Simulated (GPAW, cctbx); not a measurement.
# How far are the atoms of CuPdW2 from free atoms?

Question: by how much does bonding change the X-ray structure factors of CuPdW2, and what does a routine refinement make of it?

The cell comes from substitution in a known structure type and wasn't matched to any measured phase. All numbers below are calculated.

### 1. Relax the structure

The density hangs on the geometry, so cell and atoms are relaxed first, with the symmetry held. The cutoff is set higher than for the density because stress converges slowly with plane waves.

Settings: GPAW 26.7.0, PBE, 570 eV, 6×6×4 k-points (along the axes of the calculation cell), Fermi–Dirac width 0.1 eV, BFGS to 0.03 eV/Å.

```text
cell
1.0
     3.868000000    0.000000000    0.000000000
    -1.934000000    3.349786262    0.000000000
     0.000000000    0.000000000    5.242000000
W Pd Cu
2 1 1
Direct
0.666666667 0.333333333 0.762000000
0.333333333 0.666666667 0.238000000
0.000000000 0.000000000 0.000000000
0.000000000 0.000000000 0.500000000
```

```console
$ OMP_NUM_THREADS=1 mpirun -n 4 gpaw python run.py > gpaw.log
```

```text
BFGS:    0      -25.683818        1.604574
BFGS:    1      -25.755791        1.461174
BFGS:    2      -26.103972        0.858438
BFGS:    3      -26.330411        0.471513
...
BFGS:   10      -26.547400        0.129797
BFGS:   11      -26.551091        0.087970
BFGS:   12      -26.551810        0.019151
cell  4.0385 4.0385 4.8964  90.00 90.00 120.00
volume 69.158 A^3, largest force 0.010 eV/A, largest stress 0.18 GPa
```

After 12 steps the volume has changed by +1.8 % and the energy by -0.868 eV; the largest stress left is 0.18 GPa. It took 4.4 min on 4 cores of Arm Neoverse N1 (shared host), peak memory 1 GiB.

Relaxed structure: P-3m1 (no. 164), a = 4.0385 Å, b = 4.0385 Å, c = 4.8964 Å, α = 90.00°, β = 90.00°, γ = 120.00°.

```
atom  mult.    x    y       z
  W1      2  2/3  1/3  0.6635
 Pd1      1    0    0       0
 Cu1      1    0    0     1/2
```

### 2. The all-electron density

X-rays see the whole electron density, so the PAW density is rebuilt with its core regions. Subtracting spherical free atoms from the same code cancels the cores and leaves the deformation density Δρ, the part due to bonding.

Settings: PBE, 450 eV, 7×7×5 k-points (along the axes of the calculation cell), Fermi–Dirac width 0.1 eV; primitive cell of 4 atoms.

```console
$ OMP_NUM_THREADS=1 mpirun -n 4 gpaw python run.py > gpaw.log
```

```text
|iter:   1|       0s |  -34.676861 | +0.21 |       |
|iter:   2|       1s |  -28.964922 | -0.98 | -0.78 |
|iter:   3|       3s |  -27.321809 | -1.35 | -1.07 |
...
|iter:  11|      12s |  -26.443146c| -5.57 | -3.58 |
|iter:  12|      13s |  -26.443148c| -7.09 | -4.41c|
|iter:  13|      15s |  -26.443147c| -7.93c| -4.84c|
```

```text
grid (40, 40, 48)  electrons 223.000  moved by bonding 1.419 e
deformation density beyond 0.5 A of the nuclei: max 0.167, min -0.325 e/A^3
atom        x       y       z   Voronoi charge  moment
W 1    0.6667  0.3333  0.6635      0.021       0.00
W 2    0.3333  0.6667  0.3365      0.021       0.00
Pd3    0.0000  0.0000  0.0000      0.140       0.00
Cu4    0.0000  0.0000  0.5000     -0.182       0.00
mean inner potential of superposed free atoms 26.415 V
total magnetic moment 0.000 muB
```

Deformation density in a plane through the shortest contact of the Pd atom at the origin, in 0.01 e/Å³ (clipped at ±99); x from -1.6 to 4.0 Å, y from 2.4 down to -2.4 Å:

```text
  .   .  -9  -6  -1   0   0   0   0  -1  -6 -15   .   .   .  -9
  .   9  -4  -4  -1   1   1   0   1   0  -3 -11 -14   .   9  -4
 -4   6   1   1   2   2   1   1   1   3   3  -1 -10  -4   6   1
  1   3   4   4   2   1   2   2   3   4   6   7   4   1   3   4
  5   6   3  -6 -11  -5  -2   3   4   3   0  -2   4   5   6   3
  3   5  -7 -25   .   6 -13   1   5  -4   3   . -15   3   5  -7
 -1   5 -14 -26   .   . -29  -2   5 -13   .   . -39  -1   5 -14
  2   5  -7 -10   . -28 -16   1   6  -4 -35   .  -7   2   5  -7
  4   4   1  -4  -8 -10  -1   5   6   5   1  -2   1   4   4   1
  3   2   2   2   1   3   4   4   2   2   6   7   5   3   2   2
  2   1   1   1   2   2   1   2   4 -11  -5   2   3   2   1   1
  1   0   0   1   0  -2  -6   2   .   . -14  -7  -1   1   0   0
  0   0   0   1   0  -3  -9  -9   .   . -13 -11  -2   0   0   0
```

Atoms in or within 0.15 Å of the plane: W (1.6, -2.3), W (3.2, 2.3), Pd (0.0, 0.0), Cu (2.5, 0.0) Å. Dots mark points within about 0.45 Å of a nucleus; large values next to them are atomic features.

Cu gains most (-0.18 e) and Pd loses most (+0.14 e), which isn't the order of electronegativity: valence and coordination count too, and Voronoi cells cut space at the midplane whatever the atoms' sizes. Along the shortest contact from the Pd atom at the map's origin, Pd–Cu at 2.45 Å, Δρ is +0.05 e/Å³ at the midpoint and highest, +0.06, 1.34 Å from Pd (points within 0.5 Å of a nucleus left out): little piles up between the atoms. At the midpoints of other shortest contacts it is +0.06 (W–Cu, 2.46 Å), +0.11 (W–W, 2.83 Å) and +0.05 (W–Pd, 2.85 Å) e/Å³. Point values carry grid noise of about 0.01 e/Å³. The run needed 13 iterations, 25 s.

### 3. Structure factors

The Fourier components of Δρ, added to those of the free atoms, give the static X-ray structure factors; the Mott–Bethe relation turns them into the Fourier components V of the potential that fast electrons feel.

```text
static structure factors of the conventional cell: F in electrons, V (Mott-Bethe) in volts
   h  k  l      d  |F| table  |F| free   |F| DFT   change   |V| free  |V| DFT  change %
   0  0  1  4.8964    56.004    56.037    56.461    0.424     5.585    4.911    -12.1
   1  0  0  3.4974     0.274     0.436     0.731    0.295     1.164    1.403     20.5
   1  0  1  2.8460    47.662    47.577    47.464   -0.113     3.673    3.733      1.6
   1  0 -1  2.8460   142.819   142.778   142.507   -0.271    11.913   12.058      1.2
   0  0  2  2.4482     2.568     2.430     2.333   -0.098     1.494    1.532      2.6
   1  1  0  2.0192   174.485   174.068   173.348   -0.720    13.223   13.417      1.5
   1  0  2  2.0056   173.999   173.581   172.994   -0.587    13.143   13.300      1.2
   1  0 -2  2.0056     7.036     7.099     7.512    0.413     0.807    0.917     13.6
   1  1  1  1.8667    47.524    47.247    47.019   -0.229     2.842    2.894      1.9
   2  0  0  1.7487     3.867     3.896     4.283    0.387     0.992    1.071      7.9
   2  0  1  1.6468   122.249   122.147   122.085   -0.062     7.697    7.708      0.1
   2  0 -1  1.6468    41.805    41.555    41.561    0.007     2.312    2.311     -0.1
   0  0  3  1.6321   121.665   121.564   121.568    0.004     7.621    7.621     -0.0
   1  1  2  1.5578     0.781     0.789     1.218    0.429     1.123    1.192      6.1
```

The largest X-ray change is -0.72 e on 110, 0.4 % of |F|. For electrons V goes as (Z − F)/g², and among components above 0.1 V the largest relative change is this: |V| of 100 moves by +20.5 % (1.16 to 1.40 V) against +67.7 % in |F|. The last three rows still change by up to 0.43 e; the table stops while the angles are still low. The tabulated Hartree–Fock atoms differ from the free DFT atoms by up to 0.42 e, so the choice of reference atom matters too.

### 4. What a spherical-atom refinement makes of it

Routine crystallography fits spherical atoms. To see the bias, intensities are simulated from tabulated atoms plus the DFT change ΔF, so that bonding alone can misfit (3134 reflections of the full sphere, merged to the counts below, to 0.45 Å, 1 % proportional noise plus counting noise, assumed isotropic U as listed, Δρ smeared by the mean U) and refined with cctbx over different ranges.

| range | data | R1 | GooF | U W1 (true 0.0067) | U Pd1 (true 0.008) | U Cu1 (true 0.0095) | largest shift (Å) | Δρ max, min (e/Å³) |
| --- | --- | --- | --- | --- | --- | --- | --- | --- |
| all data | 332 | 0.0040 | 0.96 | 0.0067 | 0.0080 | 0.0095 | 0.0001 | 0.41, -0.55 |
| low resolution, d > 0.84 | 63 | 0.0033 | 1.10 | 0.0066 | 0.0079 | 0.0095 | 0.0001 | 0.17, -0.30 |
| high order, d < 0.75 | 246 | 0.0044 | 0.92 | 0.0067 | 0.0080 | 0.0095 | 0.0001 | 0.37, -0.40 |
| occupancies free, d > 0.7 | 97 | 0.0032 | 0.93 | 0.0068 | 0.0080 | 0.0091 | 0.0001 | 0.27, -0.22 |

With all data GooF is 0.96, so at this noise the bonding hardly shows; the top residual peak, near noise level, lies 1.17 Å from Pd and 1.28 Å from Cu, between them. No U is off by more than 3 s.u. at low resolution. With W1 held at 1 and the scale free, the other occupancies refine to Pd1 0.999(0.001) and Cu1 0.988(0.003), on sites that are all full: they absorb part of the misfit, and only ratios to the fixed site mean anything.

### 5. Answer

Bonding moves 1.42 e in the primitive cell of CuPdW2 and changes the structure factors of the conventional cell in the table above by at most 0.72 e (110, 0.4 %), and among reflections above 2 % of the strongest by up to 9.9 % (200). The shortest bond, Pd–Cu, has Δρ = +0.05 e/Å³ at its midpoint. With all data GooF is 0.96, so at this noise the bonding hardly shows. Limits: static density, frozen cores, no spin–orbit coupling.

[Outputs are excerpts: Python notices, other lines and further rows are left out; steps that failed or that the build refused (PBEsol, TPSS) are not shown.]

[Logs are printed without paths, hosts, clocks, repeated set-up lines and the standing remarks that a program may print on its own settings, such as how far it seeks lower states.]
